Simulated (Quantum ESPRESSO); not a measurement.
# FeO (Wuestite): parallel and opposed starts, part 2 of 2

Does FeO (Wuestite) prefer parallel or opposed moments?

Quantum ESPRESSO 7.5; LDA with U = 4.5 eV on Fe d (ortho-atomic projectors); plane waves with GBRV 1.5 LDA potentials, no spin-orbit coupling.

So far, absolute magnetization (μB): step 2 (run 1, typed as ferro +) 4.03.

The database entry behind the starting cell differs from later determinations by our own check (inexact against later determinations), so it need not match the best structure at ambient conditions.

**3. Start 2: antiferro q=(0,1/2,1/2) +−**

This order needs a doubled cell of 4 atoms. The wavevector q is in fractions of the reciprocal vectors of the crystal's primitive cell, as the cells of these inputs are built from it; moments change sign between cells as cos(2π q·R).

File pw.in:

```
&CONTROL
  calculation = 'scf'
  prefix = 'pwscf'
  outdir = './tmp'
  pseudo_dir = './pseudo'
  disk_io = 'nowf'
/
&SYSTEM
  ibrav = 0
  celldm(1) = 8
  nat = 4
  ntyp = 3
  ecutwfc = 40
  ecutrho = 280
  nbnd = 31
  occupations = 'smearing'
  smearing = 'fd'
  degauss = 0.00367493
  nspin = 2
  starting_magnetization(1) = 0.25
  starting_magnetization(2) = -0.25
  starting_magnetization(3) = 0
/
&ELECTRONS
  conv_thr = 8d-09
  electron_maxstep = 150
  mixing_beta = 0.3
/
ATOMIC_SPECIES
Fe1    55.8450 fe_lda_v1.5.uspp.F.UPF
Fe2    55.8450 fe_lda_v1.5.uspp.F.UPF
O      15.9990 o_lda_v1.2.uspp.F.UPF
CELL_PARAMETERS alat
   0.0000000000000    0.5091394611273    0.5091394611273
   1.0182789222546    0.0000000000000    1.0182789222546
   1.0182789222546    0.5091394611273    0.5091394611273
ATOMIC_POSITIONS crystal
Fe1     0.0000000000    0.0000000000    0.0000000000
Fe2     0.0000000000    0.5000000000    0.0000000000
O       0.5000000000    0.0000000000    0.5000000000
O       0.5000000000    0.5000000000    0.5000000000
K_POINTS automatic
8 4 8 0 0 0
HUBBARD {ortho-atomic}
U Fe1-3d 4.5000
U Fe2-3d 4.5000
```

Command:

```bash
$ OMP_NUM_THREADS=1 mpirun -n 4 pw.x -nk 4 -in pw.in > pw.out
```

Log:

```text
[banner, memory and clock lines left out]
Program PWSCF v.7.5 starts

     Message from routine setup:
     using ibrav=0 with symmetry is DISCOURAGED, use correct ibrav instead

     bravais-lattice index     =            0
     lattice parameter (alat)  =       8.0000  a.u.
     unit-cell volume          =     270.2964 (a.u.)^3
     number of atoms/cell      =            4
     number of atomic types    =            3
     number of electrons       =        44.00
     number of Kohn-Sham states=           31
     kinetic-energy cutoff     =      40.0000  Ry
     charge density cutoff     =     280.0000  Ry
     scf convergence threshold =      8.0E-09
     mixing beta               =       0.3000
     number of iterations used =            8  plain     mixing
     Exchange-correlation= SLA  PZ   NOGX NOGC
                           (   1   1   0   0   0   0   0)
     Hubbard projectors: ortho-atomic
     Hubbard parameters of DFT+U (Dudarev formulation) in eV:
     U(Fe1-3d) =  4.5000
     U(Fe2-3d) =  4.5000

     Internal variables: lda_plus_u =T, lda_plus_u_kind = 0

     Internal variables: orbital_resolved =F, hub_pot_fix =F, apply_U = F

     celldm(1)=   8.000000  celldm(2)=   0.000000  celldm(3)=   0.000000
     celldm(4)=   0.000000  celldm(5)=   0.000000  celldm(6)=   0.000000

     crystal axes: (cart. coord. in units of alat)
               a(1) = (   0.000000   0.509139   0.509139 )
               a(2) = (   1.018279   0.000000   1.018279 )
               a(3) = (   1.018279   0.509139   0.509139 )

     reciprocal axes: (cart. coord. in units 2 pi/alat)
               b(1) = ( -0.982049  0.982049  0.982049 )
               b(2) = ( -0.000000 -0.982049  0.982049 )
               b(3) = (  0.982049  0.982049 -0.982049 )

     PseudoPot. # 1 for Fe read from file:
     fe_lda_v1.5.uspp.F.UPF
     Pseudo is Ultrasoft + core correction, Zval = 16.0

     PseudoPot. # 2 for Fe read from file:
     fe_lda_v1.5.uspp.F.UPF
     Pseudo is Ultrasoft + core correction, Zval = 16.0

     PseudoPot. # 3 for O  read from file:
     o_lda_v1.2.uspp.F.UPF
     Pseudo is Ultrasoft + core correction, Zval =  6.0

     atomic species   valence    mass     pseudopotential
     Fe1              16.00    55.84500     Fe( 1.00)
     Fe2              16.00    55.84500     Fe( 1.00)
     O                 6.00    15.99900     O ( 1.00)

     Starting magnetic structure
     atomic species   magnetization
     Fe1             0.250
     Fe2            -0.250
     O               0.000

     16 Sym. Ops., with inversion, found

   Cartesian axes

     site n.     atom                  positions (alat units)
         1        Fe1    tau(   1) = (   0.0000000   0.0000000   0.0000000  )
         2        Fe2    tau(   2) = (   0.5091395   0.0000000   0.5091395  )
         3        O      tau(   3) = (   0.5091395   0.5091395   0.5091395  )
         4        O      tau(   4) = (   1.0182789   0.5091395   1.0182789  )

     number of k points=    39  Fermi-Dirac smearing, width (Ry)=  0.0037
                       cart. coord. in units 2pi/alat
        k(    1) = (   0.0000000   0.0000000   0.0000000), wk =   0.0039062
        k(    2) = (   0.1227561   0.1227561  -0.1227561), wk =   0.0312500
        k(    3) = (   0.2455123   0.2455123  -0.2455123), wk =   0.0312500
        k(    4) = (   0.3682684   0.3682684  -0.3682684), wk =   0.0312500
        k(    5) = (  -0.4910246  -0.4910246   0.4910246), wk =   0.0078125
        [... 34 further k-points ...]

     Dense  grid:    21495 G-vectors     FFT dimensions: (  32,  64,  54)

     Smooth grid:     9213 G-vectors     FFT dimensions: (  24,  48,  45)

     Check: negative core charge=   -0.000047
     Generating pointlists ...
     new r_m :   0.2100 (alat units)  1.6802 (a.u.) for type    1
     new r_m :   0.2100 (alat units)  1.6802 (a.u.) for type    2
     new r_m :   0.2100 (alat units)  1.6802 (a.u.) for type    3

     Initial potential from superposition of free atoms

     starting charge      42.0000, renormalised to      44.0000

     STARTING HUBBARD OCCUPATIONS:

     =================== HUBBARD OCCUPATIONS ===================
     ------------------------ ATOM    1 ------------------------
     Tr[ns(  1)] (up, down, total) =   5.00000  0.00000  5.00000
     Atomic magnetic moment for atom   1 =   5.00000
     [... lines left out ...]
     ------------------------ ATOM    2 ------------------------
     Tr[ns(  2)] (up, down, total) =   0.00000  5.00000  5.00000
     Atomic magnetic moment for atom   2 =  -5.00000
     [... lines left out ...]
     Number of occupied Hubbard levels =   10.0000

     Atomic wfc used for Hubbard projectors are orthogonalized

     Starting wfcs are   34 randomized atomic wfcs

     Self-consistent Calculation

     iteration #  1     ecut=    40.00 Ry     beta= 0.30
     Davidson diagonalization with overlap
     ethr =  1.00E-02,  avg # of iterations =  2.6

     =================== HUBBARD OCCUPATIONS ===================
     ------------------------ ATOM    1 ------------------------
     Tr[ns(  1)] (up, down, total) =   4.86350  0.65491  5.51841
     Atomic magnetic moment for atom   1 =   4.20859
     [... lines left out ...]
     ------------------------ ATOM    2 ------------------------
     Tr[ns(  2)] (up, down, total) =   0.65443  4.86347  5.51790
     Atomic magnetic moment for atom   2 =  -4.20904
     [... lines left out ...]
     Number of occupied Hubbard levels =   11.0363

     total energy              =    -564.33604817 Ry
     estimated scf accuracy    <       1.54619455 Ry

     total magnetization       =    -0.00 Bohr mag/cell
     absolute magnetization    =     8.56 Bohr mag/cell

     iteration #  2     ecut=    40.00 Ry     beta= 0.30
     Davidson diagonalization with overlap
     ethr =  3.51E-03,  avg # of iterations =  2.7

     total energy              =    -564.74248901 Ry
     estimated scf accuracy    <       0.26429872 Ry

     total magnetization       =     0.00 Bohr mag/cell
     absolute magnetization    =     7.53 Bohr mag/cell

     [... further iterations left out ...]

     iteration # 28     ecut=    40.00 Ry     beta= 0.30
     Davidson diagonalization with overlap
     ethr =  2.34E-11,  avg # of iterations =  1.7

     total energy              =    -564.77641428 Ry
     estimated scf accuracy    <       0.00000001 Ry

     total magnetization       =    -0.03 Bohr mag/cell
     absolute magnetization    =     7.71 Bohr mag/cell

     iteration # 29     ecut=    40.00 Ry     beta= 0.30
     Davidson diagonalization with overlap
     ethr =  2.34E-11,  avg # of iterations =  1.2

     Magnetic moment per site  (integrated on atomic sphere of radius R)
     atom   1 (R=0.210)  charge= 13.5326  magn=  3.5134
     atom   2 (R=0.210)  charge= 13.5230  magn= -3.5356
     atom   3 (R=0.210)  charge=  5.8259  magn= -0.0900
     atom   4 (R=0.210)  charge=  5.8262  magn=  0.0857

     End of self-consistent calculation

     =================== HUBBARD OCCUPATIONS ===================
     ------------------------ ATOM    1 ------------------------
     Tr[ns(  1)] (up, down, total) =   4.94274  1.21377  6.15652
     Atomic magnetic moment for atom   1 =   3.72897
     [... lines left out ...]
     ------------------------ ATOM    2 ------------------------
     Tr[ns(  2)] (up, down, total) =   1.19474  4.94521  6.13996
     Atomic magnetic moment for atom   2 =  -3.75047
     [... lines left out ...]
     Number of occupied Hubbard levels =   12.2965

     [... lines left out ...]
     the Fermi energy is    14.6954 ev

!    total energy              =    -564.77641428 Ry
     estimated scf accuracy    <          7.1E-10 Ry
     smearing contrib. (-TS)   =      -0.00340653 Ry
     internal energy E=F+TS    =    -564.77300775 Ry

     The total energy is F=E-TS. E is the sum of the following terms:
     one-electron contribution =    -273.62824622 Ry
     hartree contribution      =     160.83913414 Ry
     xc contribution           =     -72.22505140 Ry
     ewald contribution        =    -380.05511204 Ry
     Hubbard energy            =       0.29626777 Ry

     total magnetization       =    -0.03 Bohr mag/cell
     absolute magnetization    =     7.71 Bohr mag/cell

     convergence has been achieved in  29 iterations
```

Wall time 39 s (4 MPI ranks of Intel Xeon Platinum 8488C (Sapphire Rapids), shared host); peak memory 0.42 GiB.

Spin moment in the atom's sphere by atom:

```tsv
atom	spin moment in the atom's sphere (μB)
Fe1	3.51
Fe2	-3.54
O3	-0.09
O4	0.09
```

This step gave:

```
smearing term TS       : 0.04635 eV
magnetization          : -0.028 μB
absolute magnetization : 7.713 μB
final state            : antiferromagnetic
```

**4. Run 3, typed as antiferro q=(0,0,1/2) +−**

This order needs a doubled cell of 4 atoms.

Changes to pw.in since step 3:

```diff
@@ -34,11 +34,11 @@
    0.0000000000000    0.5091394611273    0.5091394611273
-   1.0182789222546    0.0000000000000    1.0182789222546
-   1.0182789222546    0.5091394611273    0.5091394611273
+   0.5091394611273    0.0000000000000    0.5091394611273
+   1.0182789222546    1.0182789222546    0.0000000000000
 ATOMIC_POSITIONS crystal
 Fe1     0.0000000000    0.0000000000    0.0000000000
-Fe2     0.0000000000    0.5000000000    0.0000000000
-O       0.5000000000    0.0000000000    0.5000000000
-O       0.5000000000    0.5000000000    0.5000000000
+Fe2     0.0000000000    0.0000000000    0.5000000000
+O       0.5000000000    0.5000000000    0.2500000000
+O       0.5000000000    0.5000000000    0.7500000000
 K_POINTS automatic
-8 4 8 0 0 0
+8 8 4 0 0 0
 HUBBARD {ortho-atomic}
```

Log:

```text
     [... lines left out ...]
Program PWSCF v.7.5 starts
     [... lines left out ...]
     number of atoms/cell      =            4
     [... lines left out ...]
     number of electrons       =        44.00
     number of Kohn-Sham states=           31
     kinetic-energy cutoff     =      40.0000  Ry
     charge density cutoff     =     280.0000  Ry
     scf convergence threshold =      8.0E-09
     [... lines left out ...]
     12 Sym. Ops., with inversion, found
     [... lines left out ...]
     number of k points=    35  Fermi-Dirac smearing, width (Ry)=  0.0037
     [... lines left out ...]
     iteration # 15     ecut=    40.00 Ry     beta= 0.30
     [... lines left out ...]
     Magnetic moment per site  (integrated on atomic sphere of radius R)
     atom   1 (R=0.210)  charge= 13.5388  magn=  3.4730
     atom   2 (R=0.210)  charge= 13.5388  magn= -3.4730
     atom   3 (R=0.210)  charge=  5.8254  magn=  0.0000
     atom   4 (R=0.210)  charge=  5.8254  magn=  0.0000
     [... lines left out ...]
     Tr[ns(  1)] (up, down, total) =   4.93659  1.22862  6.16521
     [... lines left out ...]
     Tr[ns(  2)] (up, down, total) =   1.22862  4.93659  6.16522
     [... lines left out ...]
     the Fermi energy is    14.2000 ev
!    total energy              =    -564.81877870 Ry
     estimated scf accuracy    <          1.7E-09 Ry
     smearing contrib. (-TS)   =      -0.00176569 Ry
     [... lines left out ...]
     total magnetization       =     0.00 Bohr mag/cell
     absolute magnetization    =     7.49 Bohr mag/cell
     convergence has been achieved in  15 iterations
```

Elapsed: 14 s, on 4 MPI ranks; peak memory 0.4 GiB; 54 s of CPU time.

Spin moment in the atom's sphere by atom:

```tsv
atom	spin moment in the atom's sphere (μB)
Fe1	3.47
Fe2	-3.47
O3	0.00
O4	0.00
```

Read from the output:

| Property | Result |
| --- | --- |
| smearing term TS | 0.02402 eV |
| magnetization | 0 μB |
| absolute magnetization | 7.492 μB |
| final state | antiferromagnetic |

**5. The states side by side**

An order is kept where moments of 0.15 μB or more survive with the typed signs; meshes match where a doubled cell samples the same k points as the first cell.

Orders:

```tsv
start	final state	typed order kept	energy over the lowest (meV a seeded atom)	largest site moment (μB)	net moment (μB a cell of the first run)	mesh matched	CPU time (s)
ferro +	ferromagnetic	yes	9.475	3.562	4.004	yes	15.33
antiferro q=(0,1/2,1/2) +-	antiferromagnetic	yes	288.2	3.536	0.01389	yes	154.3
antiferro q=(0,0,1/2) +-	antiferromagnetic	yes	0	3.473	0	yes	54.18
```

**6. Fillings of the first corrected shells**

```tsv
start	type	spin	occupation numbers
ferro +	Fe	up	0.988 0.988 0.988 0.993 0.993
ferro +	Fe	down	0.100 0.100 0.330 0.330 0.330
antiferro q=(0,1/2,1/2) +-	Fe1	up	0.986 0.986 0.988 0.991 0.992
antiferro q=(0,1/2,1/2) +-	Fe1	down	0.091 0.095 0.296 0.366 0.366
antiferro q=(0,1/2,1/2) +-	Fe2	up	0.093 0.096 0.328 0.339 0.339
antiferro q=(0,1/2,1/2) +-	Fe2	down	0.987 0.987 0.988 0.991 0.992
antiferro q=(0,0,1/2) +-	Fe1	up	0.985 0.985 0.988 0.989 0.989
antiferro q=(0,0,1/2) +-	Fe1	down	0.051 0.105 0.105 0.484 0.484
antiferro q=(0,0,1/2) +-	Fe2	up	0.051 0.105 0.105 0.484 0.484
antiferro q=(0,0,1/2) +-	Fe2	down	0.985 0.985 0.988 0.989 0.989
```

**7. Outcome**

```json
{
 "moments, largest by run": "3.56, 3.54, 3.47 μB",
 "spread of the energies of the runs with moments": "288 meV a seeded atom"
}
```

**Reading.** Under a U these runs seem to end in unlike orbital states: the fillings of their corrected shells differ, or their energies lie too far apart for exchange alone. The differences are then no exchange energies, and the ranking says little of the magnetic order. Seeding all runs from one set of occupation matrices is the usual remedy. The smearing term is large for its width, so states at the Fermi level are partly filled: at this level the cell is a metal or has a gap of a few widths at most. Degenerate orbitals of a corrected shell are partly filled. Whether a state of lower symmetry lies under this one was not tested; under a U it often does.

[Logs and program files are shortened in this print: banners, set-up blocks, solver, clock and traceback lines can be left out without a mark of their own.]

[Logs are printed without paths, hosts, clocks, repeated set-up lines and the standing remarks that a program may print on its own settings, such as how far it seeks lower states.]

[Hosts, paths, dates, database ids (printed as entryN), source tags and the programs' standing remarks are cut or masked in the printed files.]

[Where a cell is said to come from a database of computed structures, the database is the Materials Project.]
